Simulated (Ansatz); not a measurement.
# Al wire along [110], 19 atoms a period: bands along the axis, part 2 of 2

Aim: is the Al wire along [110], 19 atoms a period a metal or a semiconductor?

Ansatz 0.2.0; DFT PBE, plane waves, PAW; relaxation of a wire's period; PAW set soft_1 (the session's first sound run).

So far: The starting structure; Relaxation of atoms and period.

## (2) Relaxation of atoms and period (continued)

Relaxation path:

| step | energy less that of the first step (eV) | largest force component (eV/Å) | pressure (GPa) | volume (Å³) |
| --- | --- | --- | --- | --- |
| 1 | 0.0000 | 0.1733 | -1.00 | 774.79 |
| 2 | -0.3579 | 0.1042 | 0.26 | 737.13 |
| 3 | -0.3721 | 0.0374 | -0.02 | 739.53 |
| 4 | -0.3727 | 0.0062 | 0.05 | 739.14 |
| 5* | -0.3706 | 0.0062 | 0.04 | 739.14 |

Relaxation steps marked * repeat the geometry before them on a plane-wave basis chosen anew for their cell, so energy and pressure can jump there.

The run keeps the 8 symmetry operations that it works with, so distortions that break them were not tested.

| cell as run | before | after | change |
| --- | --- | --- | --- |
| c (Å) | 2.857 | 2.725 | -4.6 % |

The atoms that moved most (Å, along periodic axes as changes of fractional coordinates times the final cell, across vacuum about the mean position):

| atom | dx | dy | dz | length |
| --- | --- | --- | --- | --- |
| Al18 | 0.000 | -0.119 | 0.000 | 0.119 |
| Al4 | 0.000 | 0.119 | 0.000 | 0.119 |
| Al15 | 0.119 | -0.001 | 0.000 | 0.119 |
| Al12 | 0.119 | 0.001 | 0.000 | 0.119 |
| Al11 | -0.119 | -0.001 | 0.000 | 0.119 |
| Al8 | -0.119 | 0.001 | 0.000 | 0.119 |
| Al7 | 0.104 | 0.000 | 0.000 | 0.104 |
| Al2 | -0.104 | 0.000 | 0.000 | 0.104 |

This step gave:

| Property | Result |
| --- | --- |
| energy at zero smearing | -10206.3813 eV |
| cell length along the wire | 2.725 Å |

The cell's length comes to 2.725 Å with spin left out.

## (3) Bands of the perfect wire

This step: DFT PBE, plane waves, PAW; bands of a perfect wire; PAW set soft_1 (Ansatz 0.2.0).

At the relaxed period the bands are computed along the axis; those that cross an energy going forward count the channels that a perfect wire would open there.

Contents of input.yaml:

```yaml
crystal:
  lattice:
    - [14.88, 0.0, 0.0]
    - [0.0, 18.227, 0.0]
    - [0.0, 0.0, 2.7252580262]
  atoms:
    - { symbol: Al, position: [0.223246216, 0.344401855, 0.0] }
    - { symbol: Al, position: [0.221505719, 0.499995764, 0.0] }
    - { symbol: Al, position: [0.5, 0.344798298, 0.0] }
    - { symbol: Al, position: [0.5, 0.193084061, 0.0] }
    - { symbol: Al, position: [0.5, 0.499995764, 0.0] }
    - { symbol: Al, position: [0.776753784, 0.344401855, 0.0] }
    - { symbol: Al, position: [0.778494281, 0.499995764, 0.0] }
    - { symbol: Al, position: [0.35625866, 0.264971846, 0.5] }
    - { symbol: Al, position: [0.361595387, 0.421246946, 0.5] }
    - { symbol: Al, position: [0.361595387, 0.578744582, 0.5] }
    - { symbol: Al, position: [0.35625866, 0.735019682, 0.5] }
    - { symbol: Al, position: [0.64374134, 0.264971846, 0.5] }
    - { symbol: Al, position: [0.638404613, 0.421246946, 0.5] }
    - { symbol: Al, position: [0.638404613, 0.578744582, 0.5] }
    - { symbol: Al, position: [0.64374134, 0.735019682, 0.5] }
    - { symbol: Al, position: [0.223246216, 0.655589673, 0.0] }
    - { symbol: Al, position: [0.5, 0.65519323, 0.0] }
    - { symbol: Al, position: [0.5, 0.806907467, 0.0] }
    - { symbol: Al, position: [0.776753784, 0.655589673, 0.0] }
kpoints:
  mp_grid: { grid: [1, 1, 30] }
  band_path: { path: ["Γ", Z], npoints: 90 }
scf:
  occupations: { method: fermi_dirac, width: 0.05 }
hamiltonian:
  xc: pbe
  pseudopotentials: { kind: paw, azcp: { folder: soft_1 } }
output:
  dos: { e_range: [-5, 4] }
  write_potential: true
  write_density: true
  volumetric_format: npy
```

On the command line:

```
$ ansatz run input.yaml --threads 4 --pin off --max-ram 16384MiB --backend cpu --events-out ev --progress --plain --runs-dir out
```

Numbers of over 12 decimals in the logs are rounded to 6 here.

The program printed:

```text
[...]
Crystal: 19 atoms, lattice volume = 739.138 Å³
Basis set: ecut = 420 eV, 14553 PW (Γ)
Bands: 48, of which v1, the nominal top of the filled ones, is band 29 counted from 1 (28 counted from 0)
Symmetry: 8 space group operations
[...]
k-points: 16 of 30
[...]
SCF iter   1: F=—  HF=-10210.596821 eV  |F-HF|=—  |Δ(HF+E_count)|=         —  Δρ=2.06e-2  dr2=3.24e1  ethr=3.10e-3  ⟨swp⟩=8.6  Hψ=4566  notcnv=0  defer=18
[...]
SCF iter   8: F=-10206.430010 eV  HF=-10206.430010 eV  |F-HF|=8.13e-9  |Δ(HF+E_count)|=   1.97e-7  Δρ=2.51e-6  dr2=7.13e-8  ethr=1.75e-10  ⟨swp⟩=26.1  Hψ=5314  notcnv=0
SCF 1 converged in 8 iterations: F = -10206.430010 eV  dr2 = 7.13e-8
[...]
NSCF: frozen V_eff on 91 k-points
WARN: The output density's exchange-correlation potential varies sharply where the density is thin. Do not read a vacuum level from v_tot or v_xc, or from such a field of the output density. On a cell that repeats whose density bears no net charge and no dipole along the vacuum's axis use v_es (v_loc + v_h of the components); under efield.dipole_correction with no amplitude use v_es + v_field, which holds any externa [...]
SCF converged after 8 iterations
Free energy (F): -10206.430010 eV
[...]
Internal energy: -10206.357983 eV  (E = F + TS)
E sigma→0 (E₀):  -10206.393996 eV
Entropy (-TS):   -0.072026 eV (-3.791 meV/atom)
Fermi energy:    1.108804 eV
[...]
--- Band table (eV; the first three rows and the last of 16) ---
  k-point 0: bands = [... 25 lower, 0.0230, 0.1046, 0.1049, 0.1347, 1.3539, 1.4413, 1.7548, 1.9010, ... 15 higher]
  k-point 1: bands = [... 25 lower, 0.0429, 0.1250, 0.1253, 0.1552, 1.3736, 1.4616, 1.7750, 1.9202, ... 15 higher]
  k-point 2: bands = [... 25 lower, 0.1025, 0.1863, 0.1867, 0.2168, 1.4327, 1.5226, 1.8349, 1.9776, ... 15 higher]
  k-point 15: bands = [... 25 lower, 0.4706, 0.9460, 0.9680, 1.0129, 1.0909, 1.3920, 1.4825, 1.5627, ... 15 higher]
```

Elapsed: 41 s, on 4 threads of Arm Neoverse V2, shared host; peak memory 2.1 GiB; 2.6 min of CPU time.

The column dr2 measures how far the density is from self-consistency, as an energy; F and HF (Harris–Foulkes) agree once it is small.

This step gave:

| Property | Result |
| --- | --- |
| energy at zero smearing | -10206.3940 eV |
| band gap | 0 eV |

The electronic bands at the labelled points (eV, zero at the Fermi level):

| point | band 26 | band 27 | band 28 | band 29 | band 30 | band 31 | band 32 | band 33 |
| --- | --- | --- | --- | --- | --- | --- | --- | --- |
| Γ | -1.09 | -1.00 | -1.00 | -0.97 | 0.25 | 0.33 | 0.65 | 0.79 |
| halfway | -0.17 | -0.14 | 0.09 | 0.11 | 0.14 | 0.78 | 0.87 | 1.44 |
| Z | -0.64 | -0.16 | -0.14 | -0.10 | -0.02 | 0.28 | 0.37 | 0.45 |

Between Γ and Z the bands cross the Fermi level 21 times, so a perfect wire would conduct at least 21 G₀, with spin left out.

## (4) Results

| Quantity | Value |
| --- | --- |
| cell length, PBE | 2.725 Å |
| ballistic conductance by band crossings, a lower bound, PBE | 21 G₀ |

Under PBE the cell's length is 2.73 Å, and the bands cross the Fermi level 21 times between Γ and Z, which gives a perfect wire at least 21 G₀ (opposite crossings within one step of the path cancel in such a count).

[Logs are printed without paths, hosts, clocks, repeated set-up lines and the standing remarks that a program may print on its own settings, such as how far it seeks lower states.]

[Hosts, paths, dates, database ids (printed as entryN), source tags and the programs' standing remarks are cut or masked in the printed files.]
